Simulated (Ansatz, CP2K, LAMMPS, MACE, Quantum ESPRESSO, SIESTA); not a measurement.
# Amorphous 75SiO2-25TiO2 (mol %) (96 atoms): one relaxed cell, several methods

Aim: relax amorphous 75SiO2-25TiO2 (mol %) (96 atoms), then compare forces, pressure and levels from several programs at that geometry.

All numbers are calculated, not measured.

## 1. Set-up

The cell holds 96 atoms (24 Si, 8 Ti and 64 O), with edges of 11.15, 11.15 and 11.15 Å. Recipe: 96 atoms (24 Si, 8 Ti, 64 O) placed at random at 2.49 g/cm³, melted at 5000 K for 10 ps at fixed volume with the Morse and Coulomb pair potential with partial charges (Pedone, Malavasi, Menziani, Cormack and Segre, J. Phys. Chem. B 110, 11780 (2006)). Quenched from 5000 K to 300 K at 50 K/ps and fixed volume, held 5 ps, then minimised at fixed cell. Then the atoms were relaxed with MACE MP-0b3 medium in the fixed cell. Then the atoms were relaxed with CP2K double zeta, PBE.

## 2. The relaxation

CP2K double zeta (DZVP-MOLOPT-SR, GTH-PBE potentials, 640 Ry; k-points Γ) took 14 geometry steps and reached its thresholds. It started from the geometry that MACE MP-0b3 medium had relaxed.

Elapsed: 12 min, on 4 MPI ranks of Arm Neoverse V2, shared host; peak memory 3.6 GiB.

```tsv
	before	after
energy (meV/atom)	0	-1.4
Si-O bonds under 2.16 Å	96 at 1.641 Å	96 at 1.644 Å
Ti-O bonds under 2.64 Å	32 at 1.826 Å	32 at 1.825 Å
```

Atoms moved by 0.03 Å r.m.s. and 0.07 Å at most, with the common shift taken off.

## 3. Local order after relaxation

Density 2.49 g/cm³, 14.45 Å³ an atom.

g(r), total and by pair (bins of 0.2 Å):

```tsv
r (Å)	total	O-O	O-Si	O-Ti	Si-Si	Si-Ti	Ti-Ti
1.50	0.05	0.00	0.15	0.00	0.00	0.00	0.00
1.70	4.30	0.00	12.32	1.71	0.00	0.00	0.00
1.90	1.07	0.00	0.32	8.65	0.00	0.00	0.00
2.10	0.00	0.00	0.00	0.00	0.00	0.00	0.00
2.30	0.00	0.00	0.00	0.00	0.00	0.00	0.00
2.50	0.42	0.94	0.00	0.00	0.00	0.00	0.00
2.70	2.02	4.54	0.00	0.00	0.00	0.00	0.00
2.90	0.90	1.65	0.13	0.00	2.00	0.00	0.00
3.10	0.88	0.87	0.48	0.11	4.61	0.58	1.76
3.30	0.80	0.69	0.63	0.40	1.27	3.42	3.03
3.50	0.88	0.64	1.29	0.78	0.00	1.23	4.37
3.70	0.93	0.55	1.47	1.42	0.28	0.41	0.00
3.90	0.97	0.60	1.60	0.99	0.76	0.20	1.12
4.10	1.13	0.71	1.75	1.16	1.13	0.51	1.01
4.30	1.32	0.86	1.81	1.87	1.45	0.95	0.00
4.50	1.04	0.95	1.00	1.91	0.76	0.57	0.88
4.70	1.04	1.12	0.75	1.13	1.73	1.18	1.54
4.90	1.06	1.44	0.64	0.72	1.19	1.19	0.00
5.10	1.09	1.50	0.65	0.62	1.10	1.64	0.65
5.30	1.08	1.34	0.69	0.65	1.29	2.04	1.89
5.50	0.90	0.94	0.84	1.04	0.75	0.58	1.73
```

Bonds by pair of elements; cutoffs follow the first minimum of g(r), held within bounds set by covalent radii, and pairs that aren't listed don't count as bonded:

```tsv
pair A-B	cutoff (Å)	bonds	mean length (Å)	spread (Å)	shortest (Å)	B about A	A about B
O-Si	2.16	96	1.64	0.039	1.54	1.5	4
O-Ti	2.64	32	1.82	0.025	1.76	0.5	4
```

How many atoms have how many bonded neighbours:

```tsv
element	mean	1	2	3	4
O	2	1	62	1	0
Si	4	0	0	0	24
Ti	4	0	0	0	8
```

Bond angles, per cent of each kind in bins of 5°:

```tsv
angle (°)	O-Si-O	O-Ti-O	Si-O-Si	Si-O-Ti
95–100	1.4	16.7	0.0	0.0
100–105	16.7	12.5	0.0	0.0
105–110	37.5	27.1	0.0	0.0
110–115	30.6	25.0	2.6	0.0
115–120	11.8	10.4	5.1	0.0
120–125	2.1	2.1	2.6	0.0
125–130	0.0	4.2	15.4	5.0
130–135	0.0	2.1	15.4	5.0
135–140	0.0	0.0	7.7	20.0
140–145	0.0	0.0	20.5	15.0
145–150	0.0	0.0	5.1	10.0
150–155	0.0	0.0	7.7	15.0
155–160	0.0	0.0	10.3	10.0
160–165	0.0	0.0	2.6	20.0
165–170	0.0	0.0	5.1	0.0
```

Bond angles (no mean is given where the spread exceeds 20°):

```tsv
angle	count	mean (°)	spread (°)
O-Si-O	144	109	4.9
O-Ti-O	48	109	8
Si-O-Si	39	140	13.5
Si-O-Ti	20	148	10.6
Ti-O-Ti	6	137	8.7
```

Oxygen atoms by the number of network formers (Si, P, Ge, B, Al, As, Ga) bound to them:

```tsv
network formers bound to O	O atoms	per cent
0	6	9.4
1	21	32.8
2	36	56.2
3	1	1.6
```

Network units: each former by its oxygen neighbours and how many of them bridge to another former:

```tsv
former	O neighbours	bridging O	atoms
Si	4	2	4
Si	4	3	13
Si	4	4	7
```

Bond length by coordination (bonds to H left out):

```tsv
element	coordination	atoms	mean bond length (Å)
O	1	1	1.54
O	2	62	1.69
O	3	1	1.82
```

Rings of the network by King's shortest-path rule, up to 12 atoms, one path for each pair of neighbours; H, halogens, alkali and alkaline-earth atoms are left out, and the last column divides by all other atoms, bonded or not:

```tsv
ring size (atoms)	rings	per network atom
8	3	0.031
10	15	0.156
12	18	0.188
```

For some of the pairs, g(r) has its first main peak near 2.7 Å (O-O), 1.6 Å (O-Si), 1.8 Å (O-Ti), 3.1 Å (Si-Si), 3.3 Å (Si-Ti) and 3.4 Å (Ti-Ti). Counting bonds as in the table, 97 % of O atoms have 2, all Si atoms have 4 and all Ti atoms have 4 bonded neighbours. The O-Si-O angle averages 109° with a spread of 5°. Counting bonds to Si alone, not to Ti, 56 % of the oxygens join two of these atoms and 33 % one; 2 % join three; 9 % join none. The commonest Si unit has 4 oxygens, 3 of them shared with other formers (13 of 24 atoms). Rings of 12 atoms are the most common (50 % of those counted); sizes run from 8 to 12, where the search stops.

## 4. The plane-wave reference

Quantum ESPRESSO 7.5: Kohn-Sham DFT, PBE, SSSP efficiency 1.3.0 pseudopotentials, plane waves. Its input for the relaxed cell:

```
&control
  calculation = 'scf'
  pseudo_dir = './pseudo'
  outdir = './tmp'
  disk_io = 'none'
  tprnfor = .true.
  tstress = .true.
/
&system
  ibrav = 0
  nat = 96
  ntyp = 3
  ecutwfc = 60
  ecutrho = 480
  nosym = .true.
  occupations = 'smearing'
  smearing = 'fd'
  degauss = 0.003675
/
&electrons
  conv_thr = 4.8e-07
  electron_maxstep = 100
  mixing_beta = 0.4
  mixing_mode = 'plain'
  diagonalization = 'david'
/
ATOMIC_SPECIES
Si 28.085 Si.upf
Ti 47.867 Ti.upf
O 15.999 O.upf
CELL_PARAMETERS angstrom
11.15290 0.00000 0.00000
0.00000 11.15290 0.00000
0.00000 0.00000 11.15290
ATOMIC_POSITIONS crystal
Si 0.16420 0.68276 0.88400
Si 0.39516 0.98750 0.49295
Si 0.01542 0.53858 0.04920
[... 91 atom lines left out ...]
O 0.71628 0.63111 0.19078
O 0.28434 0.47438 0.60521
K_POINTS gamma
```

Elapsed: 7.7 min, on 4 MPI ranks of Arm Neoverse V2, shared host; peak memory 4.5 GiB; 31 min of CPU time.

## 5. All levels at this geometry

CPU times are from a shared host and are rough.

| level | basis or training data | k-points | own r.m.s. force (meV/Å) | difference from the reference (meV/Å) | pressure (GPa) | Kohn-Sham gap (eV) | CPU time | memory (GiB) |
| --- | --- | --- | --- | --- | --- | --- | --- | --- |
| QE, PBE | plane waves, SSSP efficiency, 60/480 Ry | Γ | 89 | - | -0.57 | 1.70 | 31 min | 4.5 |
| SIESTA DZP, PBE | DZP orbitals, shift 0.01 Ry, mesh 400 Ry | Γ | 202 | 195 | 1.03 | 1.35 | 5.1 min | 2.4 |
| MACE MP-0b3 medium | trained on PBE(+U) plane-wave data | - | 108 | 74 | -0.34 | - | 7.9 s | 1.1 |

The gap is the spacing of the highest filled and lowest empty Kohn-Sham level on the mesh; a dash marks partly filled levels, a spacing under 0.15 eV or a method without such levels.

## 6. What came out

Relaxation in the fixed cell lowers the energy by 1 meV/atom at its own level and moves atoms by up to 0.07 Å. The reference finds an r.m.s. force of 89 meV/Å there and a pressure of -0.57 GPa, at a geometry that CP2K double zeta made. Forces differ from the reference's by 74 meV/Å (MACE MP-0b3 medium) and 195 meV/Å (SIESTA DZP, PBE).

CP2K double zeta is at its own minimum here, so the reference's force is itself a measure of how the two differ. Pressures lie +0.2 GPa (MACE MP-0b3 medium) and +1.6 GPa (SIESTA DZP, PBE) from the reference's. The highest filled and lowest empty levels lie 1.70 eV apart in the reference, against 1.35 eV in SIESTA DZP, PBE. Counting bonds as in the table, 97 % of O atoms have 2, all Si atoms have 4 and all Ti atoms have 4 bonded neighbours. Rings of 12 atoms are the most common (50 % of those counted); sizes run from 8 to 12, where the search stops.

**Limits.** The density was set by the recipe and held. One sample of a disordered cell; defect or tail levels can set the gap. Gaps are read on the mesh, which holds the band edges only if they fold onto it, and semilocal functionals tend to put them under measured ones. The quench rate of 50 K/ps is many orders above laboratory rates, so the cell is likely richer in defects and strain than a real sample. The reference samples only Γ, in a cell whose shortest periodic width is 11 Å. The plane-wave runs aren't exact: their cutoffs and mesh weren't converged further here. SIESTA's automatically made basis is far from complete, and its potentials were converted by us (checked for H, C, O, Si, Ge and Ca alone). Where levels are smeared, the DFT runs use Fermi–Dirac occupations at 580 K (0.05 eV), and energies are free energies.

[Logs are printed without paths, hosts, clocks, repeated set-up lines and the standing remarks that a program may print on its own settings, such as how far it seeks lower states.]

[Hosts, paths, dates, database ids (printed as entryN), source tags and the programs' standing remarks are cut or masked in the printed files.]
